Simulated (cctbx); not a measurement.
## Lattice, Laue class and space group of a new crystal

Cell: a = 4.3600 Å, b = 6.4360 Å, c = 6.2410 Å, α = 90.00°, β = 90.34°, γ = 90.00°. Expected content of the cell: Ag6 S2 F2.

The data are simulated with cctbx, not measured: Ag Kα, λ = 0.56087 Å, to d = 0.77 Å, 95 % of the full sphere, strongest reflection 5000 counts, noise from counting, a 3 % proportional error and a noise floor of 15 counts (s.d.); no absorption, some extinction.

Tests on the unmerged data give:

```text
1500 reflections to d = 0.771 A
centring   violations  <I/sigma> of those
    A        659 of   759     12.7
    B        664 of   754     12.7
    C        633 of   749     12.4
    I        636 of   740     12.9
    R        824 of   984     12.0
    F        978 of  1131     12.6
Laue class    unique    Rint  (classes that these axes allow; Friedel mates merged)
P -1              793   0.035
P 1 2/m 1         435   0.042
space group    extra absences  I>4sigma  <I/sigma>
P 1 2 1                 0          0         -  acentric
P 1 21 1                7          0      -0.7  acentric
P 1 m 1                 0          0         -  acentric
P 1 2/m 1               0          0         -  centric
P 1 21/m 1              7          0      -0.7  centric
Wilson B = 0.76 A^2   <|E^2-1|> = 0.663 (0.968 centric, 0.736 acentric)   E^2>4: 0.7 %
shell (A)         n   <I/sigma>
 6.44 - 1.54     58     27.8
 1.54 - 1.22     59     24.2
 1.22 - 1.07     52     24.4
 1.07 - 0.97     53     22.7
 0.97 - 0.90     54     17.1
 0.90 - 0.85     57     19.6
 0.85 - 0.81     57     14.6
 0.81 - 0.77     45     16.7
```

Q: Read the symmetry from these tables.

Every centring test has many violations, so the lattice is primitive.

Rint stays low (0.035 to 0.042) up to P 1 2/m 1, the highest class in these axes.

5 settings pass the absence test. The most absences obeyed, 7, belong to P 1 21 1 and P 1 21/m 1, which absences can't tell apart.

⟨|E²−1|⟩ = 0.663 leans to a non-centrosymmetric structure, or to twinning, which lowers it. The Wilson B of 0.76 Å² means U ≈ 0.0096 Å².

The true group is P2_1 (no. 4), Laue class 2/m, non-centrosymmetric. The tables only narrow the choice to the tied entries; cell content, site symmetry and trial solutions must settle it.

The model was made for the exercise: a known structure type with other elements put in, its volume estimated, not relaxed; displacement parameters are assumed.

[Logs are printed without paths, hosts, clocks, repeated set-up lines and the standing remarks that a program may print on its own settings, such as how far it seeks lower states.]
